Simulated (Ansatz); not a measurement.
## InCuW in the AlB2 type: lattice stability ahead of a resistivity run

Question: is the lattice of InCuW in the AlB2 type stable, and if so, what are its coupling constant and resistivity?

Method: DFT PBE, scalar-relativistic, plane waves, PAW; PAW set soft_1, in Ansatz 0.2.0.

This is a report of a sequence of runs, with most program output left out.

The structure was built from a prototype and need not be the compound's stable phase.

### Step 1. Set-up

Symmetry: P-6m2, No. 187, hexagonal system. Conventional cell: a = 3.893 Å, b = 3.893 Å, c = 4.087 Å, α = 90.00°, β = 90.00°, γ = 120.00°. Nearest to W lie 6 In at 3.04 Å and 6 Cu at 3.04 Å. Nearest to In lie 3 Cu at 2.25 Å and 6 W at 3.04 Å. Nearest to Cu lie 3 In at 2.25 Å and 6 W at 3.04 Å. Farther neighbours are not listed.

### Step 2. Relaxing cell and atoms

The structure is brought to rest under this functional.

Contents of input.yaml:

```yaml
crystal:
  lattice:
    - [3.89272, 0.0, 0.0]
    - [-1.94636, 3.37119, 0.0]
    - [0.0, 0.0, 4.08735]
  atoms:
    - { symbol: W, position: [0.0, 0.0, 0.0] }
    - { symbol: In, position: [0.33333333, 0.66666667, 0.5] }
    - { symbol: Cu, position: [0.66666667, 0.33333333, 0.5] }
kpoints:
  mp_grid: { grid: [9, 9, 8] }
hamiltonian:
  xc: pbe
  pseudopotentials: { kind: paw, azcp: { folder: soft_1 } }
scf:
  occupations: { method: gaussian, width: 0.1 }
output:
  forces: true
  stress: true
  eigenvalues: true
relax:
  adjacent_minimum: "off"
  f_tol: 0.005
  max_steps: 80
  cell: { stress_tol: 0.05 }
```

Started as:

```console
$ ansatz run input.yaml --threads 4 --pin off --max-ram 12288MiB --backend cpu --events-out ev --progress --plain --runs-dir out
```

Run time: 44 s. Hardware: 4 threads of Arm Neoverse V1, shared host; peak memory 0.47 GiB.

The steps of the relaxation:

```
step  energy less that of the first step (eV)  largest force component (eV/Å)  pressure (GPa)  volume (Å³)
   1                                   0.0000                          0.0000            4.04        53.64
   2                                  -0.5649                          0.0000            1.05        53.34
   3                                  -0.9961                          0.0000            0.50        52.36
   4                                  -1.3676                          0.0000            0.57        51.29
   5                                  -1.7094                          0.0000            0.71        50.37
   6                                  -2.0764                          0.0000            2.17        49.16
   7                                  -2.3475                          0.0000            4.61        47.98
   8                                  -2.3519                          0.0000           -6.18        51.22
   9                                  -2.3974                          0.0000            1.29        48.85
  10                                  -2.4025                          0.0000            0.02        49.20
  11                                  -2.4026                          0.0000            0.00        49.21
 12*                                  -2.4200                          0.0000            0.66        49.21
  13                                  -2.4209                          0.0000            0.09        49.40
  14                                  -2.4209                          0.0000            0.00        49.43
 15*                                  -2.4210                          0.0000            0.00        49.43
```

Relaxation steps marked * repeat the geometry before them on a plane-wave basis chosen anew for their cell, so energy and pressure can jump there.

Forces are held to the 12 operations that the run works with; a distortion that breaks them can't arise in this run.

```
     cell as run  before  after   change
           a (Å)   3.893  4.485  +15.2 %
           b (Å)   3.893  4.485  +15.2 %
           c (Å)   4.087  2.837  -30.6 %
volume (Å³/atom)   17.88  16.48   -7.8 %
```

Final coordinates:

```cif
data_structure
_symmetry_space_group_name_H-M 'P 1'
_symmetry_Int_Tables_number 1
_cell_length_a 4.4853
_cell_length_b 4.4853
_cell_length_c 2.8371
_cell_angle_alpha 90.000
_cell_angle_beta 90.000
_cell_angle_gamma 120.000
_cell_volume 49.43
loop_
_atom_site_label
_atom_site_type_symbol
_atom_site_fract_x
_atom_site_fract_y
_atom_site_fract_z
_atom_site_occupancy
W1 W 0.00000 0.00000 0.00000 1
In2 In 0.33333 0.66667 0.50000 1
Cu3 Cu 0.66667 0.33333 0.50000 1
```

This step gave:

- pressure: 8.55e-4 GPa
- volume per atom: 16.48 Å³/atom
- metallic on mesh: yes
- gap on the k-mesh: 0 eV

The largest force is now zero by symmetry and the largest stress component 0.0012 GPa.

### Step 3. Relaxing tightly for phonons

No force is left; the cell is relaxed once more with another smearing and tight thresholds.

input.yaml, the sections that differ from step 2:

```yaml
crystal:
  lattice:
    - [4.4853219971, 0.0, 0.0]
    - [-2.2426609986, 3.8844027937, 0.0]
    - [0.0, 0.0, 2.8370540651]
  atoms:
    - { symbol: W, position: [0.0, 0.0, 0.0] }
    - { symbol: In, position: [0.3333333333, 0.6666666667, 0.5] }
    - { symbol: Cu, position: [0.6666666667, 0.3333333333, 0.5] }
kpoints:
  mp_grid: { grid: [9, 9, 10] }
scf:
  occupations: { method: methfessel_paxton, width: 0.2 }
relax:
  adjacent_minimum: "off"
  f_tol: 0.001
  max_steps: 60
  cell: { stress_tol: 0.01 }
# hamiltonian, output: as in step 2
```

It took 13 s on 4 threads; peak memory 0.47 GiB; 48 s of CPU time.

Little changed from the start: no atom moved by 0.005 Å and no cell edge by 0.1 %.

Numbers from this step:

```
pressure        : -0.001916 GPa
volume per atom : 16.47 Å³/atom
```

The largest force is now zero by symmetry and the largest stress component 0.0051 GPa, small enough for phonons.

### Step 4. Lattice stability: q 2×2×2, k 4×4×6

Couplings are defined for a stable lattice alone, so phonons come first.

Contents of input.yaml:

```yaml
crystal:
  lattice:
    - [4.4845060147, 0.0, 0.0]
    - [-2.2422530074, 3.8836961321, 0.0]
    - [0.0, 0.0, 2.8361911267]
  atoms:
    - { symbol: W, position: [0.0, 0.0, 0.0] }
    - { symbol: In, position: [0.3333333333, 0.6666666667, 0.5] }
    - { symbol: Cu, position: [0.6666666667, 0.3333333333, 0.5] }
kpoints:
  mp_grid: { grid: [4, 4, 6] }
hamiltonian:
  xc: pbe
  pseudopotentials: { kind: paw, azcp: { folder: soft_1 } }
scf:
  occupations: { method: methfessel_paxton, width: 0.2 }
output:
  eigenvalues: true
phonons:
  method: dfpt
  qmesh: [2, 2, 2]
  temperatures: { t_max: 1000, t_step: 50 }
  qpath:
    path:
      - [[0.0, 0.0, 0.0], [0.5, 0.0, 0.0], [0.33333333, 0.33333333, 0.0], [0.0, 0.0, 0.0], [0.0, 0.0, 0.5], [0.5, 0.0, 0.5], [0.33333333, 0.33333333, 0.5], [0.0, 0.0, 0.5]]
      - [[0.5, 0.0, 0.5], [0.5, 0.0, 0.0]]
      - [[0.33333333, 0.33333333, 0.5], [0.33333333, 0.33333333, 0.0]]
    npoints: 10
```

Wall time 38 s (4 threads); peak memory 0.56 GiB; 2.4 min of CPU time.

This step gave:

| Property | Result |
| --- | --- |
| share of imaginary modes in the plain interpolation between solved wavevectors | 0.0363 |
| highest frequency, solved or plainly interpolated | 224.6 cm⁻¹ |

Solved on the 2×2×2 mesh alone; all other wavevectors are interpolated. The phonon branches at the labelled points (cm⁻¹):

```
    point  branch 1  branch 2  branch 3  branch 4  branch 5  branch 6  branch 7  branch 8  branch 9
        Γ         0         0         0        51       110       139       139       215       215
  halfway        25        42        53        77       103       124       129       207       220
        M        46        51        72        90        92       105       142       191       225
  halfway        50        55        73        86        87        98       155       189       223
        K        60        60        71        78        80        96       170       182       221
  halfway        28        48        53        85       101       117       132       205       220
        Γ         0         0         0        51       110       139       139       215       215
  halfway        42        58        58        63       131       131       160       210       210
        A        -7        70        97        97       110       110       205       205       208
  halfway       -38        74        89       117       121       122       199       208       208
        L       -41        78        80       122       133       140       190       210       210
  halfway       -48        78        87       122       134       144       181       210       214
        H       -52        78        91       123       135       152       171       211       217
  halfway       -42        75        89       119       125       126       195       209       210
        A        -7        70        97        97       110       110       205       205       208
jump to L       -41        78        80       122       133       140       190       210       210
  halfway        44        69        71       103       116       140       164       191       218
        M        46        51        72        90        92       105       142       191       225
jump to H       -52        78        91       123       135       152       171       211       217
  halfway        32        70        87        96       103       162       172       172       219
        K        60        60        71        78        80        96       170       182       221
```

Lowest modes at the softest wavevector of the mesh. The modes at q = (0.000, 0.500, 0.500) (shares of kinetic energy by element, %) (negative means imaginary):

```
mode  frequency (cm⁻¹)  W %  In %  Cu %
   1             -41.2   92     8     0
   2              78.0    1     0    99
   3              80.3    0    58    42
   4             121.7   90     9     1
   5             132.6  100     0     0
   6             140.2    5    57    38
```

Displacements in mode 1 (-41.2 cm⁻¹), the largest set to 1, in the home cell:
```
W1  0.00 0.00 1.00
In2 0.00 0.38 0.00
Cu3 0.00 0.00 0.00
```

Displacements in mode 3 (80.3 cm⁻¹), the largest set to 1, in the home cell:
```
W1   0.00  0.00  0.00
In2 -0.87  0.00  0.00
Cu3 -1.00  0.00  0.00
```

Among the solved wavevectors the lowest mode, translations apart, is -41.2 cm⁻¹, imaginary.

### Step 5. Phonons by linear response: q 3×3×2, k 6×6×8

An imaginary mode on so few k-points may come from the sampling, so the phonons are repeated with another q and k mesh.

input.yaml, as its differences from that of step 4:

```diff
@@ -10,3 +10,3 @@
 kpoints:
-  mp_grid: { grid: [4, 4, 6] }
+  mp_grid: { grid: [6, 6, 8] }
 hamiltonian:
@@ -20,3 +20,3 @@
   method: dfpt
-  qmesh: [2, 2, 2]
+  qmesh: [3, 3, 2]
   temperatures: { t_max: 1000, t_step: 50 }
```

Elapsed: 2.5 min, on 4 threads; peak memory 0.75 GiB.

This step gave:

```yaml
share_of_imaginary_modes_in_the_plain_interpolation_between_solved_wavevectors: 0.045
highest_frequency_solved_or_plainly_interpolated: 223.5 cm⁻¹
```

Solved on the 3×3×2 mesh alone; all other wavevectors are interpolated. Phonon branches along the path, in cm⁻¹:

```
    point  branch 1  branch 2  branch 3  branch 4  branch 5  branch 6  branch 7  branch 8  branch 9
        Γ         0         0         0        47       108       133       133       213       213
  halfway        28        43        51        81       102       122       128       203       219
        M        42        46        69        90        96       109       141       190       224
  halfway        41        49        69        82        86       105       156       189       223
        K        50        52        59        72        78       104       170       184       222
  halfway        29        48        52        89       100       113       134       201       220
        Γ         0         0         0        47       108       133       133       213       213
  halfway        29        63        65        65       132       132       160       209       209
        A       -47        76        94        94       130       130       204       204       209
  halfway       -48        76        87       113       122       125       196       207       210
        L       -38        79        80        92       119       138       188       210       211
  halfway       -50        80        88        93       114       142       178       212       214
        H       -57        81        93        96       107       152       165       212       216
  halfway       -49        77        88       110       122       126       192       209       210
        A       -47        76        94        94       130       130       204       204       209
jump to L       -38        79        80        92       119       138       188       210       211
  halfway        41        65        68        90       112       137       164       189       217
        M        42        46        69        90        96       109       141       190       224
jump to H       -57        81        93        96       107       152       165       212       216
  halfway        -6        68        71        84        97       162       170       171       219
        K        50        52        59        72        78       104       170       184       222
```

Lowest modes at the softest wavevector of the mesh. The modes at q = (-0.333, -0.333, 0.500) (shares of kinetic energy by element, %) (negative means imaginary):

```
mode  frequency (cm⁻¹)  W %  In %  Cu %
   1             -57.1   76    20     4
   2              81.4    0     0   100
   3              93.1   21    36    43
   4              95.9  100     0     0
   5             106.6   91     9     0
   6             152.1    0   100     0
```

Displacements in mode 1 (-57.1 cm⁻¹), the largest set to 1, in the home cell (x, y, z of the real part, then of the imaginary part):
```
W1   0.00  0.00  1.00  0.00  0.00  0.00
In2  0.00  0.46  0.00 -0.46  0.00  0.00
Cu3 -0.24 -0.14  0.00 -0.14  0.24  0.00
```

Displacements in mode 3 (93.1 cm⁻¹), the largest set to 1, in the home cell (x, y, z of the real part, then of the imaginary part):
```
W1   0.00  0.00  0.58  0.00  0.00  0.00
In2  0.00 -0.68  0.00  0.68  0.00  0.00
Cu3  0.87  0.50  0.00  0.50 -0.87  0.00
```

The modes has structure finer than the step of the table below, so its rows give means over 10 cm⁻¹, whole bins alone (the curve runs from -66.7 to 240 cm⁻¹). Peaks (cm⁻¹: height): Cu 51.0: 0.0283, 76.1: 0.0465, 130.1: 0.0188, 189.9: 0.0235, 215.0: 0.0361; In 45.2: 0.0121, 89.6: 0.0219, 130.1: 0.0213, 149.4: 0.0179, 166.8: 0.0145, 195.7: 0.0301, 209.2: 0.0421; W -45.5: 0.0163, 43.3: 0.0202, 62.6: 0.0213, 93.5: 0.0536.

Phonopy on the run's constants, 15x15x19 mesh, Gaussian sigma 2.2 cm⁻¹. Table of modes by wavenumber; means over each step; values in 1/cm⁻¹/cell:

```
wavenumber (cm⁻¹)       Cu       In        W
              -60   2.7e-5   1.3e-4   5.4e-4
              -50   3.9e-4  0.00148   0.0101
              -40   3.9e-4  0.00155   0.0120
              -30   2.1e-4   8.0e-4  0.00552
              -20   2.0e-4   6.5e-4  0.00514
              -10   7.6e-5   2.2e-4  0.00115
                0   2.0e-5   5.6e-5   2.9e-4
               10   1.5e-4   3.9e-4  0.00169
               20   6.2e-4  0.00137  0.00523
               30  0.00170  0.00363  0.00956
               40  0.00529  0.00931   0.0176
               50   0.0236  0.00817   0.0132
               60   0.0241  0.00797   0.0174
               70   0.0343  0.00931   0.0136
               80   0.0299   0.0142   0.0108
               90   0.0110   0.0199   0.0348
              100  0.00612   0.0117   0.0360
              110  0.00762   0.0112   0.0327
              120  0.00781  0.00992   0.0287
              130   0.0168   0.0190   0.0231
              140   0.0146   0.0152  0.00483
              150  0.00747   0.0131  0.00324
              160  0.00409  0.00395  0.00110
              170  0.00365  0.00880  0.00130
              180  0.00774   0.0131  0.00147
              190   0.0203   0.0250  0.00291
              200   0.0165   0.0256  0.00208
              210   0.0281   0.0383  0.00204
              220   0.0266   0.0250  0.00193
              230   9.2e-4   9.1e-4   8.4e-5
```

No LO-TO term; unit eigenvectors of the mass-weighted matrix. Modes at Γ, with each element's share of the kinetic energy:

```
mode  frequency (cm⁻¹)  symmetry  W %  In %  Cu %
   1               0.0   unnamed   51    32    18
   2               0.0   unnamed   51    32    18
   3               0.0   unnamed   51    32    18
   4              46.6      A2''    4    16    79
   5             107.8      A2''   45    52     3
   6             133.0        E'   48    21    32
   7             133.0        E'   48    21    32
   8             213.4        E'    2    48    51
   9             213.4        E'    2    48    51
```

Displacements in mode 4 (46.6 cm⁻¹), the largest set to 1:
```
W1   0.00  0.00 -0.13
In2  0.00  0.00 -0.34
Cu3  0.00  0.00  1.00
```

Displacements in mode 5 (107.8 cm⁻¹), the largest set to 1:
```
W1   0.00  0.00 -0.74
In2  0.00  0.00  1.00
Cu3  0.00  0.00  0.33
```

Among the solved wavevectors the lowest mode, translations apart, is -57.1 cm⁻¹, imaginary.

### Step 6. Resistivity: q 3×3×2, k 6×6×8, scattering 8×8×12

Phonons, couplings and the Boltzmann equation in one run.

input.yaml, as its differences from that of step 5:

```diff
@@ -28 +28,4 @@
     npoints: 10
+  electrical_resistivity:
+    mesh: [8, 8, 12]
+    temperatures: [20.0, 50.0, 77.0, 100.0, 150.0, 200.0, 300.0, 400.0, 600.0, 800.0]
```

Wall time 3.1 min (4 threads); peak memory 0.75 GiB.

The run ended with an error.

The program's message: “electrical resistivity: the mode of lowest frequency at the wavevector [0.2500, 0.3750, -0.5000] is imaginary, -55.40 cm⁻¹ (written negative): the force constants describe an unstable lattice; relax t …”

The run stops because a mode is imaginary on the scattering mesh, where no scattering rate is defined; denser k meshes, other smearings and, between solved wavevectors, finer q meshes show whether the instability is real.

### Step 7. Results

```yaml
phonon_run_of_the_rows_without_a_label_of_their_own: PBE, q 3×3×2, k 6×6×8
softest_mode_on_the_q_mesh: -57.1 cm⁻¹ at q = (-0.333, -0.333, 0.5)
highest_frequency_solved_or_plainly_interpolated: 224 cm⁻¹
```

What this shows: The lattice is dynamically unstable at this level: a mode at q = (-0.333, -0.333, 0.5) is imaginary, 57.1i cm⁻¹, so no harmonic coupling constant or resistivity is defined for this structure. These meshes are coarse, and single modes of a metal can move by tens of cm⁻¹ with the k mesh. The coarser mesh found an imaginary mode at another wavevector, which this mesh lacks. Spin–orbit coupling, left out here, matters for W. The phonon runs are not spin-polarised. The structure was built by hand as an ordered model, and its stability against other phases was not tested.

[Logs are printed without paths, hosts, clocks, repeated set-up lines and the standing remarks that a program may print on its own settings, such as how far it seeks lower states.]

[Hosts, paths, dates, database ids (printed as entryN), source tags and the programs' standing remarks are cut or masked in the printed files.]
